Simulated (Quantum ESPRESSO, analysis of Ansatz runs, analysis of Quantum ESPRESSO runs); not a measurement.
## Substitutional N in diamond: charge-transition level, PBE (Quantum ESPRESSO)

Subject: substitutional N in diamond. Wanted: its charge-transition level, in one set-up (PBE, SSSP 1.3 efficiency PBE, 32-site cell, PBE lattice, k: the single point 1/4 1/4 1/4 then 2x2x2 shifted, started with the impurity moved along one bond, dielectric constants 5.7 and 5.7 (handbook)). The model is a cell of 32 host atoms with 1 C taken out and 1 N put in. The level is the Fermi energy at which two charge states have equal formation energy, after a correction for the images of the charge. Other potentials or another program check that the number doesn't hang on one set of files.

**The experiment.** (+1/0) level below the conduction-band bottom: 1.7 eV (quoted in “Hunting the elusive shallow n-type donor – An ab initio study of Li and N co-doped diamond”, 2021, S. Conejeros et al., quoting earlier work (1969)).

Method: Quantum ESPRESSO plane-wave DFT, PBE, SSSP 1.3 efficiency PBE potentials; relaxation of all atoms of a defect supercell, in Quantum ESPRESSO 7.5.

Report form: the programs' logs are mostly left out.

## (1) Starting point

The cell holds 32 atoms: 31 C and 1 N. Cell: a = 6.187 Å, b = 6.187 Å, c = 6.187 Å, α = 109.5°, β = 109.5°, γ = 109.5°. It derives from C (space group Fd-3m). Nearest the centre at fractional (0.500, 0.500, 0.500): N11 at 0.31 Å, C32 at 1.54 Å, C26 at 1.54 Å, C27 at 1.55 Å, C23 at 1.55 Å, C12 at 2.51 Å, C2 at 2.51 Å, C13 at 2.52 Å. The cell carries charge +1.

The host's primitive cell comes from a first run (Quantum ESPRESSO plane-wave DFT, PBE, SSSP 1.3 efficiency PBE potentials; relaxation of cell and atoms of a defect-free cell): vectors of 2.526, 2.526 and 2.526 Å. That is 5.70 Å³ an atom, 0.4 % over the diffraction cell's volume. The supercell is built on it.

## (2) Relaxation, charge +1

Every later number rests on the structure around the defect, so the atoms are relaxed at the host's lattice first.

pw.in

```
&CONTROL
  calculation = 'relax'
  prefix = 'pwscf'
  outdir = './tmp'
  pseudo_dir = './pseudo'
  tprnfor = .true.
  disk_io = 'low'
  nstep = 70
  forc_conv_thr = 0.00078
  etot_conv_thr = 0.0001
/
&SYSTEM
  ibrav = 0
  nat = 32
  ntyp = 2
  ecutwfc = 60
  ecutrho = 480
  nbnd = 68
  occupations = 'smearing'
  smearing = 'fd'
  degauss = 0.00073499
  tot_charge = 1
  nosym = .true.
/
&ELECTRONS
  conv_thr = 3d-08
  electron_maxstep = 100
  mixing_beta = 0.5
/
&IONS
  ion_dynamics = 'bfgs'
/
ATOMIC_SPECIES
C     12.0110 C.pbe-n-kjpaw_psl.1.0.0.UPF
N     14.0070 N.pbe-n-radius_5.UPF
CELL_PARAMETERS angstrom
  -3.5720337417    3.5720337417    3.5720337417
   3.5720337417   -3.5720337417    3.5720337417
   3.5720337417    3.5720337417   -3.5720337417
ATOMIC_POSITIONS crystal
C     -0.0013109058    0.0000634496    0.4966101695
C      0.0030125913    0.2492911464    0.2505738907
C      0.0023003601    0.5036316418    0.0007737760
C      0.0005271701    0.7511082924    0.7474418865
C      0.2497360977   -0.0012976525    0.2464470756
C      0.2473154234    0.2487986279   -0.0036675528
C      0.2518483315    0.5039321721    0.7515669993
C      0.2465589479    0.7481486952    0.4966419250
[... 20 atom lines left out ...]
C      0.7495245448    0.0016970354    0.5030475915
C      0.7515217246    0.2481197143    0.2515253013
C      0.7532043673    0.5031457997    0.0008975103
C      0.7491185677    0.7515945781    0.7477377773
K_POINTS crystal
1
0.25 0.25 0.25 1.0
```

Started as:

```
OMP_NUM_THREADS=1 mpirun -n 4 pw.x -in pw.in > pw.out
```

It took 52 s on 4 MPI ranks of Arm Neoverse V2, shared host; peak memory 0.55 GiB.

The steps of the relaxation:

```
step  energy less that of the first step (eV)
   0                                   0.0000
   1                                  -1.5288
   2                                  -1.8411
   3                                  -1.8922
   4                                  -1.8979
   5                                  -1.8992
   6                                  -1.8993
```

The atoms that moved most (Å):

```
atom      dx      dy      dz  length
 N11   0.170   0.185   0.170   0.303
 C26  -0.030  -0.012  -0.007   0.032
 C16  -0.006  -0.011  -0.029   0.032
 C27  -0.030  -0.007  -0.003   0.031
 C23  -0.017  -0.018  -0.019   0.030
 C21  -0.023  -0.017  -0.004   0.029
 C28  -0.013  -0.017  -0.020   0.029
 C10  -0.002  -0.023   0.015   0.028
```

Final coordinates:

```xyz
32
Lattice="-3.5720 3.5720 3.5720 3.5720 -3.5720 3.5720 3.5720 3.5720 -3.5720" Properties=species:S:1:pos:R:3 pbc="T T T"
C     1.7800    1.7776   -1.7883
C     1.7738   -0.0061   -0.0005
C     1.7800   -1.7940    1.7834
C     5.3457   -0.0107   -0.0049
C    -0.0038    1.7716   -0.0004
C    -0.0038   -0.0062    1.7770
C     3.5642    1.7842   -0.0003
C     3.5642   -0.0061    1.7898
C    -1.7917    1.7778    1.7833
C     1.7865    3.5618   -0.0004
N     1.7801    1.7777    1.7834
C     1.7865   -0.0059    3.5675
C    -0.0082    5.3432   -0.0051
C    -0.0036    3.5620    1.7899
C    -0.0038    1.7841    3.5675
C    -0.0083   -0.0105    5.3490
C     0.8862    0.8840   -0.8946
C     0.8863   -0.9004    0.8895
C     4.4587    0.8841   -0.8949
C     4.4585   -0.9008    0.8897
C    -0.8980    0.8839    0.8895
C     2.6739    2.6715   -0.8946
C     2.6798    0.8783    0.8840
C     2.6739   -0.9001    2.6772
C     0.8865    4.4561   -0.8952
C     0.8806    2.6775    0.8840
C     0.8805    0.8782    2.6830
C     0.8864   -0.9006    4.4618
C    -0.8983    4.4562    0.8897
C    -0.8979    2.6716    2.6772
C    -0.8985    0.8841    4.4618
C     2.6795    2.6770    2.6827
```

Neighbours of N11 at the end:

```
atom  distance (Å)
 C32         1.558
 C23         1.558
 C27         1.558
 C26         1.558
  C4         2.522
 C13         2.522
 C16         2.523
  C2         2.523
 C12         2.523
  C5         2.523
  C7         2.523
  C6         2.523
 C10         2.523
 C15         2.523
  C8         2.523
 C14         2.523
```

From the first step to the last the energy fell by 1.899 eV, and the largest move was 0.30 Å (N11). Judged within 0.08 Å, the space group went from R3m to I-43m.

## (3) Single point, charge +1

The relaxed structure is kept, and the final numbers are taken at the final level and k-points.

This step: Quantum ESPRESSO plane-wave DFT, PBE, SSSP 1.3 efficiency PBE potentials; single point of a defect supercell.

pw.in

```
&CONTROL
  calculation = 'scf'
  prefix = 'pwscf'
  outdir = './tmp'
  pseudo_dir = './pseudo'
  tprnfor = .true.
  disk_io = 'low'
/
&SYSTEM
  ibrav = 0
  nat = 32
  ntyp = 2
  ecutwfc = 60
  ecutrho = 480
  nbnd = 68
  occupations = 'smearing'
  smearing = 'fd'
  degauss = 0.00073499
  tot_charge = 1
  nosym = .true.
/
&ELECTRONS
  conv_thr = 3d-08
  electron_maxstep = 100
  mixing_beta = 0.5
/
ATOMIC_SPECIES
C     12.0110 C.pbe-n-kjpaw_psl.1.0.0.UPF
N     14.0070 N.pbe-n-radius_5.UPF
CELL_PARAMETERS angstrom
  -3.5720337417    3.5720337417    3.5720337417
   3.5720337417   -3.5720337417    3.5720337417
   3.5720337417    3.5720337417   -3.5720337417
ATOMIC_POSITIONS crystal
C     -0.0015032142   -0.0011675967    0.4979780048
C     -0.0009194748    0.2482205885    0.2474271867
[... 1 atom line left out ...]
C     -0.0021927453    0.7475842008    0.7467760006
[... 2 atom lines left out ...]
C      0.2497067424    0.4988625878    0.7486545034
C      0.2496733355    0.7494324056    0.4980512438
[... 1 atom line left out ...]
C      0.4985114809    0.2500102491    0.7486384681
N      0.4984720847    0.4988034083    0.4980107497
[... 1 atom line left out ...]
C      0.7472155371   -0.0018543168    0.7467824561
C      0.7491389093    0.2500385193    0.4980853619
[... 1 atom line left out ...]
C      0.7472583898    0.7475664927   -0.0026448157
[... 6 atom lines left out ...]
C      0.2466697366    0.4988444494    0.4980482294
[... 2 atom lines left out ...]
C      0.4985281161    0.2469970169    0.4980502201
C      0.4984914387    0.4988151312    0.2461858483
[... 4 atom lines left out ...]
C      0.7502417769    0.7505805969    0.7497847803
K_POINTS automatic
2 2 2 1 1 1
```

pp_potential.in

```
&INPUTPP
  prefix = 'pwscf'
  outdir = './tmp'
  filplot = 'potential.dat'
  plot_num = 11
/
&PLOT
  nfile = 1
  filepp(1) = 'potential.dat'
  iflag = 3
  output_format = 6
  fileout = 'potential.cube'
/
```

Started as:

```
OMP_NUM_THREADS=1 mpirun -n 4 pw.x -nk 2 -in pw.in > pw.out
OMP_NUM_THREADS=1 mpirun -n 4 pp.x -in pp_potential.in > pp_potential.out
```

It took 26 s on 4 MPI ranks; peak memory 0.63 GiB; 1.8 min of CPU time.

## (4) Relaxation, charge 0

pw.in

```
&CONTROL
  calculation = 'relax'
  prefix = 'pwscf'
  outdir = './tmp'
  pseudo_dir = './pseudo'
  tprnfor = .true.
  disk_io = 'low'
  nstep = 70
  forc_conv_thr = 0.00078
  etot_conv_thr = 0.0001
/
&SYSTEM
  ibrav = 0
  nat = 32
  ntyp = 2
  ecutwfc = 60
  ecutrho = 480
  nbnd = 69
  occupations = 'smearing'
  smearing = 'fd'
  degauss = 0.00073499
  nspin = 2
  starting_magnetization(1) = 0.125
  starting_magnetization(2) = 0.1
  tot_magnetization = 1
  nosym = .true.
/
&ELECTRONS
  conv_thr = 3d-08
  electron_maxstep = 100
  mixing_beta = 0.3
/
&IONS
  ion_dynamics = 'bfgs'
/
ATOMIC_SPECIES
C     12.0110 C.pbe-n-kjpaw_psl.1.0.0.UPF
N     14.0070 N.pbe-n-radius_5.UPF
CELL_PARAMETERS angstrom
  -3.5720337417    3.5720337417    3.5720337417
   3.5720337417   -3.5720337417    3.5720337417
   3.5720337417    3.5720337417   -3.5720337417
ATOMIC_POSITIONS crystal
C     -0.0013109058    0.0000634496    0.4966101695
C      0.0030125913    0.2492911464    0.2505738907
[... 1 atom line left out ...]
C      0.0005271701    0.7511082924    0.7474418865
[... 2 atom lines left out ...]
C      0.2518483315    0.5039321721    0.7515669993
[... 3 atom lines left out ...]
N      0.4487742133    0.4511916115    0.4483772586
C      0.4994024358    0.7482601055    0.2521131969
C      0.7489275543   -0.0021196658    0.7462057013
C      0.7518549269    0.2520703150    0.4986636135
[... 1 atom line left out ...]
C      0.7528645405    0.7524401985   -0.0002507528
[... 6 atom lines left out ...]
C      0.2517377938    0.5037712648    0.5028103850
[... 2 atom lines left out ...]
C      0.5010535012    0.2520473359    0.5038003091
C      0.4999009814    0.5033704626    0.2513064122
[... 4 atom lines left out ...]
C      0.7491185677    0.7515945781    0.7477377773
K_POINTS crystal
1
0.25 0.25 0.25 1.0
```

Started as:

```
OMP_NUM_THREADS=1 mpirun -n 4 pw.x -in pw.in > pw.out
```

It took 2.2 min on 4 MPI ranks; peak memory 0.64 GiB.

Relaxation path:

```
step  energy less that of the first step (eV)
   0                                   0.0000
   1                                  -0.9834
   2                                  -1.2097
   3                                  -1.2758
   4                                  -1.2821
   5                                  -1.2847
   6                                  -1.2850
```

The atoms that moved most (Å):

```
atom      dx      dy      dz  length
 C32   0.139   0.154   0.132   0.246
 N11   0.038   0.053   0.038   0.075
 C23  -0.060  -0.028  -0.029   0.072
 C26  -0.040  -0.055  -0.017   0.070
 C27  -0.040  -0.017  -0.047   0.064
  C2   0.010  -0.038  -0.023   0.045
 C10  -0.005  -0.034   0.021   0.040
 C21  -0.034   0.000   0.012   0.036
```

The relaxed structure:

```xyz
32
Lattice="-3.5720 3.5720 3.5720 3.5720 -3.5720 3.5720 3.5720 3.5720 -3.5720" Properties=species:S:1:pos:R:3 pbc="T T T"
C     1.7869    1.7846   -1.7890
C     1.7844   -0.0222   -0.0166
C     1.7870   -1.7946    1.7903
C     5.3698    0.0080    0.0135
C    -0.0201    1.7821   -0.0170
C    -0.0199   -0.0224    1.7878
C     3.5530    1.7809    0.0060
C     3.5530    0.0003    1.7866
C    -1.7924    1.7845    1.7903
C     1.7831    3.5509    0.0060
N     1.6482    1.6457    1.6514
C     1.7833    0.0003    3.5563
C     0.0103    5.3675    0.0138
C     0.0026    3.5507    1.7863
C     0.0027    1.7809    3.5566
C     0.0104    0.0078    5.3732
C     0.9027    0.9004   -0.9057
C     0.9029   -0.9113    0.9061
C     4.4634    0.8782   -0.8895
C     4.4635   -0.8949    0.8839
C    -0.9089    0.9004    0.9059
C     2.6691    2.6669   -0.8960
C     2.6362    0.8680    0.8737
C     2.6691   -0.9016    2.6724
C     0.8803    4.4611   -0.8894
C     0.8703    2.6336    0.8735
C     0.8703    0.8679    2.6395
C     0.8807   -0.8951    4.4667
C    -0.8928    4.4611    0.8838
C    -0.8993    2.6668    2.6726
C    -0.8926    0.8783    4.4669
C     2.8187    2.8163    2.8219
```

Neighbours of N11 at the end:

```
atom  distance (Å)
 C23         1.478
 C26         1.479
 C27         1.479
 C32         2.027
  C2         2.363
  C6         2.363
  C5         2.363
  C8         2.521
  C7         2.521
 C12         2.521
 C14         2.521
 C15         2.521
 C10         2.521
```

This step gave:

- total moment: 1.000 μB
- integral of the absolute spin density: 1.124 μB

From the first step to the last the energy fell by 1.285 eV, and the largest move was 0.25 Å (C32).

## (5) Single point, charge 0

This step: Quantum ESPRESSO plane-wave DFT, PBE, SSSP 1.3 efficiency PBE potentials; single point of a defect supercell.

pw.in

```
&CONTROL
  calculation = 'scf'
  prefix = 'pwscf'
  outdir = './tmp'
  pseudo_dir = './pseudo'
  tprnfor = .true.
  disk_io = 'low'
/
&SYSTEM
  ibrav = 0
  nat = 32
  ntyp = 2
  ecutwfc = 60
  ecutrho = 480
  nbnd = 69
  occupations = 'smearing'
  smearing = 'fd'
  degauss = 0.00073499
  nspin = 2
  starting_magnetization(1) = 0.125
  starting_magnetization(2) = 0.1
  tot_magnetization = 1
  nosym = .true.
/
&ELECTRONS
  conv_thr = 3d-08
  electron_maxstep = 100
  mixing_beta = 0.3
/
ATOMIC_SPECIES
C     12.0110 C.pbe-n-kjpaw_psl.1.0.0.UPF
N     14.0070 N.pbe-n-radius_5.UPF
CELL_PARAMETERS angstrom
  -3.5720337417    3.5720337417    3.5720337417
   3.5720337417   -3.5720337417    3.5720337417
   3.5720337417    3.5720337417   -3.5720337417
ATOMIC_POSITIONS crystal
C     -0.0006158584   -0.0003009830    0.4999241962
C     -0.0054396116    0.2474442550    0.2466591477
[... 4 atom lines left out ...]
C      0.2501238625    0.4981797992    0.7466238460
C      0.2501097748    0.7474065906    0.4973669233
[... 1 atom line left out ...]
C      0.4978763508    0.2504362730    0.7466336083
N      0.4615253468    0.4618697687    0.4610680652
C      0.4978461739    0.7474213862    0.2496615587
[... 1 atom line left out ...]
C      0.7470521298    0.2504045267    0.4973785827
C      0.7471242252    0.4982151558    0.2496721615
C      0.7532106065    0.7535703177    0.0025491396
[... 6 atom lines left out ...]
C      0.2437971042    0.4913084045    0.4905032226
[... 2 atom lines left out ...]
C      0.4909078950    0.2440830526    0.4904654813
C      0.4909571612    0.4912972732    0.2433108496
[... 4 atom lines left out ...]
C      0.7892157933    0.7895478470    0.7887643937
K_POINTS automatic
2 2 2 1 1 1
```

pp_potential.in is that of step 3.

Started as:

```
OMP_NUM_THREADS=1 mpirun -n 4 pw.x -nk 2 -in pw.in > pw.out
OMP_NUM_THREADS=1 mpirun -n 4 pp.x -in pp_potential.in > pp_potential.out
```

It took 67 s on 4 MPI ranks; peak memory 0.81 GiB.

Numbers from this step:

```
total moment                          : 1.0000 μB
integral of the absolute spin density : 1.100 μB
```

## (6) Charge-transition levels

Analysis of the runs above: levels from Quantum ESPRESSO plane-wave DFT, PBE, SSSP 1.3 efficiency PBE potentials energies with an image-charge correction aligned at atomic sites (own code after Kumagai and Oba).

It gives:

```yaml
gap: 4.138 eV
```

## (7) Outcome

```json
{"static dielectric constant used": "5.7", "band gap of the host": "4.14 eV", "(plus 1/0) level below the conduction-band bottom": "1.36 eV"}
```

In words: (+1/0) level below the conduction-band bottom: computed 1.36 eV, measured 1.7 eV; 0.34 eV shallower than the measurement. The level is counted in a gap of 4.14 eV, and the correction is screened by a dielectric constant of 5.7 from a handbook. Levels hang on the band edges, which semilocal functionals place too close together. Limits: the periodic copies of the defect are only 6.2 Å apart.

[Logs are printed without paths, hosts, clocks, repeated set-up lines and the standing remarks that a program may print on its own settings, such as how far it seeks lower states.]

[Hosts, paths, dates, database ids (printed as entryN), source tags and the programs' standing remarks are cut or masked in the printed files.]

[For some hosts the program warned that the k-mesh of the response run may be too coarse for force constants and the static dielectric constant; such warnings are not shown here.]
